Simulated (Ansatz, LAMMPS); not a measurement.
# Amorphous trans-polyacetylene (as short chains C28H32), from a frame at 250 K (180 atoms): geometry optimisation, part 2 of 2

Wanted: the relaxed structure of amorphous trans-polyacetylene (as short chains C28H32), from a frame at 250 K (180 atoms) and its electronic structure.

Ansatz 0.2.0; Kohn-Sham DFT, PBE+D3(BJ), PAW (set soft_2), plane waves.

The cell: 84 C and 96 H. The network of contacts between molecules at the start is that of the classical potential that made the cell. The density was typed from a rule of thumb and may lie off the real one at this temperature. Sampling is at Γ alone, for a cell whose shortest periodic width is 12 Å.

So far. Step 4 (Relaxation): The relaxation changed the energy by -45.6 meV/atom, and atoms moved by 0.62 Å r.m.s., 2.2 Å at most.

### Step 6. Single point at the relaxed geometry

One more single point at the end of the walk gives the fuller output and checks the residual forces.

File input.yaml:

```yaml
crystal:
  lattice:
    - [11.9497, 0.0, 0.0]
    - [0.0, 11.9497, 0.0]
    - [0.0, 0.0, 11.9497]
  atoms:
    - { symbol: C, position: [0.04355, 0.38996, 0.72076] }
    - { symbol: C, position: [0.9871, 0.43268, 0.61832] }
    - { symbol: C, position: [0.93841, 0.3691, 0.53796] }
    - { symbol: C, position: [0.87119, 0.41668, 0.45093] }
    - { symbol: C, position: [0.80149, 0.35934, 0.38074] }
    - { symbol: C, position: [0.72174, 0.41449, 0.31188] }
    - { symbol: C, position: [0.64822, 0.36508, 0.23877] }
    - { symbol: C, position: [0.57877, 0.42978, 0.16749] }
    - { symbol: C, position: [0.52877, 0.39314, 0.07066] }
    - { symbol: C, position: [0.47715, 0.4679, 0.99425] }
    - { symbol: C, position: [0.44933, 0.44194, 0.88562] }
    - { symbol: C, position: [0.39804, 0.51622, 0.80894] }
    - { symbol: C, position: [0.37472, 0.48362, 0.70078] }
    - { symbol: C, position: [0.31562, 0.5407, 0.61532] }
    - { symbol: C, position: [0.27025, 0.64683, 0.61816] }
    - { symbol: C, position: [0.20811, 0.69464, 0.52899] }
    - { symbol: C, position: [0.15425, 0.63424, 0.44655] }
    - { symbol: C, position: [0.11053, 0.6764, 0.34465] }
    - { symbol: C, position: [0.13308, 0.77877, 0.29648] }
    - { symbol: C, position: [0.09497, 0.80857, 0.1887] }
    - { symbol: C, position: [0.11489, 0.90969, 0.13738] }
    - { symbol: C, position: [0.082, 0.93513, 0.02651] }
    - { symbol: C, position: [0.10008, 0.03739, 0.97738] }
    - { symbol: C, position: [0.08253, 0.06773, 0.86321] }
    - { symbol: C, position: [0.06064, 0.99877, 0.77451] }
    - { symbol: C, position: [0.05179, 0.0395, 0.66227] }
    - { symbol: C, position: [0.03483, 0.97693, 0.56941] }
    - { symbol: C, position: [0.02978, 0.02448, 0.45438] }
    - { symbol: H, position: [0.1286, 0.42408, 0.72933] }
    - { symbol: H, position: [0.04773, 0.29828, 0.72132] }
    - { symbol: H, position: [0.99777, 0.41627, 0.79644] }
    - { symbol: H, position: [0.98028, 0.5237, 0.61052] }
    [... 142 atom lines left out ...]
    - { symbol: H, position: [0.69064, 0.01093, 0.06452] }
    - { symbol: H, position: [0.76321, 0.19183, 0.13615] }
    - { symbol: H, position: [0.96465, 0.04791, 0.20252] }
    - { symbol: H, position: [0.92253, 0.30382, 0.20296] }
    - { symbol: H, position: [0.04888, 0.23902, 0.15689] }
    - { symbol: H, position: [0.01139, 0.23342, 0.29871] }
kpoints:
  mp_grid: { grid: [1, 1, 1] }
hamiltonian:
  xc: pbe
  dispersion: d3bj
scf:
  occupations: { method: fermi_dirac, width: 0.05 }
output:
  forces: true
  stress: true
  populations: intrinsic
  dos:
    method: { smearing: { sigma: 0.1 } }
    de: 0.1
    projected: { site_lists: { C: [C], H: [H] } }
  eigenvalues: true
  write_density: true
  write_potential: true
  volumetric_format: npy
```

The run is started by

```bash
$ ansatz run input.yaml --threads 4 --pin off --max-ram 8192MiB --backend cpu --events-out ev --progress --plain --runs-dir out
```

Run time: 8.9 s. Hardware: 4 threads of AMD EPYC 9R45, shared host; peak memory 2.1 GiB.

The program notes that the exchange-correlation potential is rough where the density is thin.

Read from the output:

| Quantity | Value |
| --- | --- |
| free energy | -22612.1328 eV |
| free energy per atom | -125.6230 eV/atom |
| SCF cycles | 10 |
| pressure | 0.7384 GPa |
| r.m.s. force component | 0.00545 eV/Å |
| longest force | 0.04498 eV/Å |
| Fermi energy | 1.782 eV |
| gap (highest filled to lowest empty level) | 0.7651 eV |

Intrinsic-atomic-orbital charges by element and coordination:

| element | coordination | atoms | mean charge (e) | spread | least | most |
| --- | --- | --- | --- | --- | --- | --- |
| C | all | 84 | -0.193 | 0.0872 | -0.51 | -0.126 |
| C | 3 | 78 | -0.169 | 0.0122 | -0.201 | -0.126 |
| C | 4 | 6 | -0.505 | 0.0031 | -0.51 | -0.501 |
| H | all | 96 | 0.169 | 0.0078 | 0.152 | 0.194 |

States in the cell by windows of 1 eV, zero at the Fermi level; the larger projections on atomic orbitals stand beside the total:

```
from (eV)  to (eV)  total   C p   H s  C s
      -14      -13   12.8   4.7   1.7  6.3
      -13      -12   11.6   4.8   1.5  5.1
      -12      -11   11.4   5.2   1.7  4.4
      -11      -10   25.1  12.9   5.7  6.0
      -10       -9   31.8  16.2   8.5  6.6
       -9       -8   20.4  15.5   3.5  1.1
       -8       -7   30.4  23.4   5.3  1.3
       -7       -6   40.7  29.5   9.5  1.2
       -6       -5   55.7  41.5  12.8  0.9
       -5       -4   67.4  49.1  17.5  0.4
       -4       -3   22.6  20.9   1.6  0.1
       -3       -2   11.2  10.9   0.3  0.0
       -2       -1    8.8   8.5   0.2  0.0
       -1        0   11.1  10.8   0.2  0.0
        0        1    7.1   6.9   0.1  0.0
        1        2   10.8  10.3   0.2  0.0
        2        3   10.5   9.5   0.4  0.1
        3        4   23.1  13.8   3.8  1.1
        4        5   41.3  18.6   9.5  2.6
```

Between -18 and -14 eV lie 71 more states.

The levels nearest the highest filled one (over half full), pooled over k-points and spins:

```
level less the highest filled one (eV)  occupation
                                -0.610           2
                                -0.526           2
                                -0.493           2
                               -0.0972           2
                               -0.0493           2
                                     0        2.00
                                 0.765       0.001
                                 0.790       0.001
                                 0.821           0
                                  1.36           0
                                  1.49           0
                                  1.53           0
```

Electrostatic potential energy in the bc plane at fractional x = 0.044, with atoms of C and H within 0.2 Å of it. With pseudopotentials it is smooth inside the atoms' cores, unlike the true potential.

Ten even steps from '0' (-40 eV) to '9' (6 eV), each cell a mean:
```
7678999999999999999999999999713778
8778999999999999999999999999988999
8524899999999999999993279999999999
7414889999999999999996589999999998
1378999999999889999999999999984352
0279999998774248999999999999995440
4468999994030005999999999999999986
1005679998774247999999999999999997
1015369999998766899999999999999986
1578999999999877899999999999974620
1699999999999999999999999999975510
4689999999999999999999999999999864
0033279999999999999999999999999984
0045489999999999999999999999999985
7789999999999999999999989999999998
9999999999999999999998878999999999
9999999768999999999952789999999999
9999999889999999999976899999999999
9999999878999972499999999986789999
9999999637999985699999998665589999
9999999637999998899999996048888899
9999999999999999888899999789998889
9999999999999999864799999999997437
8789999999999999976899999999865216
```
Columns run along b (11.9 Å; values clipped at the 3rd and 97th percentile), rows up along c (11.9 Å). Atoms in or near the plane, at fractional coordinates: C at (0.39, 0.72), C at (0.00, 0.77), C at (0.04, 0.66), C at (0.98, 0.57), C at (0.02, 0.45), H at (0.30, 0.72), H at (0.62, 0.30), H at (0.75, 0.14), H at (0.87, 0.98), H at (0.91, 0.79), H at (0.12, 0.46), H at (0.45, 0.21), H at (0.64, 0.88), H at (0.24, 0.16).

Valence density in the bc plane at fractional x = 0.044, with atoms of C and H within 0.2 Å of it. It is the smooth field of the valence electrons, not physical close to the nuclei.

Values in e/Å³, 13 rows by 16 columns, each cell a mean:
```
0.7 0.5 0.1 0.0 0.0 0.0 0.0 0.0 0.1 0.1 0.2 0.1 0.0 0.4 0.8 0.4
0.8 1.0 0.4 0.1 0.0 0.0 0.0 0.0 0.0 0.2 1.0 0.2 0.0 0.0 0.1 0.2
1.5 0.6 0.2 0.1 0.1 0.3 0.6 0.3 0.0 0.1 0.1 0.0 0.0 0.1 0.8 1.3
1.6 0.6 0.2 0.1 0.6 1.5 1.7 0.5 0.0 0.0 0.0 0.0 0.0 0.0 0.2 0.8
1.8 1.3 0.6 0.1 0.1 0.3 0.9 0.6 0.1 0.0 0.0 0.0 0.0 0.1 0.2 0.7
1.3 0.3 0.1 0.0 0.0 0.1 0.3 0.3 0.1 0.0 0.0 0.0 0.0 0.2 1.0 1.7
1.5 1.0 0.3 0.0 0.0 0.1 0.1 0.0 0.0 0.0 0.1 0.0 0.0 0.0 0.2 0.8
1.3 0.9 0.3 0.0 0.0 0.0 0.0 0.0 0.0 0.1 0.2 0.1 0.0 0.0 0.0 0.6
0.1 0.0 0.0 0.2 0.1 0.0 0.0 0.0 0.0 0.3 0.7 0.4 0.2 0.1 0.0 0.1
0.0 0.0 0.1 0.5 0.3 0.0 0.1 0.3 0.1 0.3 0.4 0.2 0.3 0.3 0.1 0.0
0.1 0.0 0.1 0.9 0.7 0.1 0.3 0.9 0.2 0.0 0.0 0.3 1.0 0.7 0.3 0.1
0.1 0.0 0.0 0.3 0.2 0.0 0.1 0.3 0.5 0.2 0.0 0.3 0.5 0.3 0.5 0.4
0.5 0.2 0.0 0.0 0.0 0.0 0.0 0.2 1.2 0.5 0.0 0.0 0.0 0.3 1.1 1.0
```
Columns run along b (11.9 Å), rows up along c (11.9 Å). Atoms in or near the plane, at fractional coordinates: C at (0.39, 0.72), C at (0.00, 0.77), C at (0.04, 0.66), C at (0.98, 0.57), C at (0.02, 0.45), H at (0.30, 0.72), H at (0.62, 0.30), H at (0.75, 0.14), H at (0.87, 0.98), H at (0.91, 0.79), H at (0.12, 0.46), H at (0.45, 0.21), H at (0.64, 0.88), H at (0.24, 0.16).

Mean intrinsic-atomic-orbital charges: C -0.19, H +0.17 e. The largest share in the top eV of filled states is C p (98 % of the projected weight), and in the lowest eV of empty states C p (98 % of the projected weight).

Local excerpt of 14 atoms (numbers count through the whole input) about H105, picked at random; x, y, z are measured from there.

```csv
atom,x,y,z,distance (Å),bonds,intrinsic-atomic-orbital charge (e)
H105,0.00,0.00,0.00,0.00,1,0.17
C75,-0.77,0.69,0.35,1.09,3,-0.16
C74,-1.13,0.64,1.67,2.12,3,-0.17
C76,-1.43,1.46,-0.64,2.14,3,-0.17
H107,-0.40,0.61,-2.28,2.39,1,0.17
H103,0.19,-0.96,2.26,2.46,1,0.17
C77,-1.19,1.31,-1.98,2.66,3,-0.17
C73,-0.61,-0.30,2.59,2.68,3,-0.17
H175,2.62,-0.44,0.89,2.81,1,0.18
C66,-1.48,-2.30,-1.07,2.93,3,-0.17
H96,-2.34,-1.62,-1.10,3.05,1,0.18
C65,-1.16,-2.83,0.22,3.06,3,-0.18
H104,-1.93,1.31,2.03,3.09,1,0.16
H106,-2.21,2.16,-0.31,3.11,1,0.17
```

The column of bonds counts only the pairs H-C within 1.34 Å, C-C within 1.82 Å; other neighbours, such as metal atoms beside each other in a compound, aren't counted, and periodic images can show an atom twice.

### Step 7. A run with a doubtful setting

A doubtful change is made on purpose, to see how the program answers.

File input.yaml:

```yaml
crystal:
  lattice:
    - [11.9497, 0.0, 0.0]
    - [0.0, 11.9497, 0.0]
    - [0.0, 0.0, 11.9497]
  atoms:
    - { symbol: C, position: [0.06944, 0.40006, 0.68611] }
    - { symbol: C, position: [0.00214, 0.44421, 0.5916] }
    - { symbol: C, position: [0.95264, 0.37766, 0.51294] }
    - { symbol: C, position: [0.87758, 0.43012, 0.4299] }
    - { symbol: C, position: [0.79571, 0.37974, 0.3753] }
    - { symbol: C, position: [0.72258, 0.44089, 0.306] }
    - { symbol: C, position: [0.6432, 0.39341, 0.24343] }
    - { symbol: C, position: [0.57571, 0.46221, 0.16974] }
    - { symbol: C, position: [0.52278, 0.42384, 0.0783] }
    - { symbol: C, position: [0.47131, 0.49904, 0.0008] }
    - { symbol: C, position: [0.45886, 0.46919, 0.89292] }
    - { symbol: C, position: [0.40353, 0.54228, 0.81864] }
    - { symbol: C, position: [0.39551, 0.5255, 0.71021] }
    - { symbol: C, position: [0.33457, 0.577, 0.62442] }
    - { symbol: C, position: [0.25334, 0.65585, 0.63061] }
    - { symbol: C, position: [0.18757, 0.70172, 0.53561] }
    - { symbol: C, position: [0.1542, 0.63787, 0.44716] }
    - { symbol: C, position: [0.10717, 0.68143, 0.34519] }
    - { symbol: C, position: [0.14439, 0.76972, 0.28789] }
    - { symbol: C, position: [0.09605, 0.81178, 0.17986] }
    - { symbol: C, position: [0.12552, 0.90697, 0.13081] }
    - { symbol: C, position: [0.07516, 0.9404, 0.02995] }
    - { symbol: C, position: [0.09046, 0.04176, 0.98344] }
    - { symbol: C, position: [0.0597, 0.07167, 0.87111] }
    - { symbol: C, position: [0.04959, 0.99925, 0.7889] }
    - { symbol: C, position: [0.03118, 0.03568, 0.67856] }
    - { symbol: C, position: [0.01977, 0.96085, 0.598] }
    - { symbol: C, position: [0.02044, 0.99392, 0.47746] }
    - { symbol: H, position: [0.14686, 0.44484, 0.68424] }
    - { symbol: H, position: [0.08571, 0.308, 0.67234] }
    - { symbol: H, position: [0.0274, 0.40505, 0.7691] }
    - { symbol: H, position: [0.99444, 0.53537, 0.58923] }
    [... 142 atom lines left out ...]
    - { symbol: H, position: [0.7066, 0.97008, 0.06871] }
    - { symbol: H, position: [0.72964, 0.13095, 0.17041] }
    - { symbol: H, position: [0.9441, 0.01753, 0.24099] }
    - { symbol: H, position: [0.89262, 0.26047, 0.21774] }
    - { symbol: H, position: [0.02868, 0.19334, 0.22822] }
    - { symbol: H, position: [0.9528, 0.20951, 0.35288] }
kpoints:
  mp_grid: { grid: [1, 1, 1] }
hamiltonian:
  xc: pbe
  dispersion: d3bj
scf:
  occupations: { method: fermi_dirac, width: 0.05 }
  max_iter: 50
output:
  forces: true
```

It took 53 s on 4 threads; peak memory 2.1 GiB; 3.4 min of CPU time.

The SCF closed, but on a changed input, so its numbers are not taken as the system's.

The fault in the input: atoms that overlap (crystal.atoms[171].position = [0.73730841, 0.64751, 0.7516]). The fix is to restore the position.

### Step 8. With scf.lower_state_search = "off"

Changed here: scf.lower_state_search = "off".

File input.yaml:

```yaml
crystal:
  lattice:
    - [11.9497, 0.0, 0.0]
    - [0.0, 11.9497, 0.0]
    - [0.0, 0.0, 11.9497]
  atoms:
    [... the 180 atom lines of step 3 ...]
kpoints:
  mp_grid: { grid: [1, 1, 1] }
hamiltonian:
  xc: pbe
  dispersion: d3bj
scf:
  occupations: { method: fermi_dirac, width: 0.05 }
  lower_state_search: "off"
output:
  forces: true
  stress: true
  populations: intrinsic
  dos:
    method: { smearing: { sigma: 0.15 } }
    de: 0.1
    projected: { site_lists: { C: [C], H: [H] } }
  eigenvalues: true
```

It took 8.5 s on 4 threads; peak memory 2.1 GiB.

Geometry and reference: those of the single point at the start.

Forces differ from those of the single point at the start by 0 meV/Å r.m.s., 0 % of their size. It took 0.98 times the reference's time (shared host, so rough). The change had no effect here: energy, forces and cycles are those of the reference.

### Step 9. Outcome

* energy change in the relaxation: -45.62 meV/atom
* r.m.s. displacement: 0.621 Å
* largest displacement: 2.239 Å
* free energy per atom: -125.6230 eV/atom
* pressure: 0.7384 GPa
* r.m.s. force component: 0.00545 eV/Å
* gap (highest filled to lowest empty level): 0.7651 eV
* wall time of the 5 DFT runs: 3.6 min

What this shows: Relaxation lowers the energy by 45.6 meV/atom and moves atoms by 0.62 Å r.m.s.; the r.m.s. force component goes from 0.96 to 0.0054 eV/Å, the pressure goes from 5.2 to 0.74 GPa, and the gap from 1.30 to 0.765 eV. By the final cutoffs no bond was broken or made. From the first step to the last the energy fell by 8.211 eV, and the largest move was 2.24 Å (H116). The C-C bonds change most in mean length: from 1.387 Å (spread 0.056) to 1.400 Å (spread 0.035). With the cutoffs above, 93 % of C atoms have 3 and all H atoms have 1 bonded neighbour. Between filled and empty levels lie 0.765 eV (at Γ alone); a semilocal functional tends to put such gaps too low. It is the spacing of short capped chains, not of the long polymer. In a disordered cell it changes from sample to sample, and tail or defect levels can set it.

Caveats: The network of contacts between molecules at the start is that of the classical potential that made the cell; in DFT atoms moved by 0.62 Å r.m.s.

[Logs are printed without paths, hosts, clocks, repeated set-up lines and the standing remarks that a program may print on its own settings, such as how far it seeks lower states.]

[Hosts, paths, dates, database ids (printed as entryN), source tags and the programs' standing remarks are cut or masked in the printed files.]
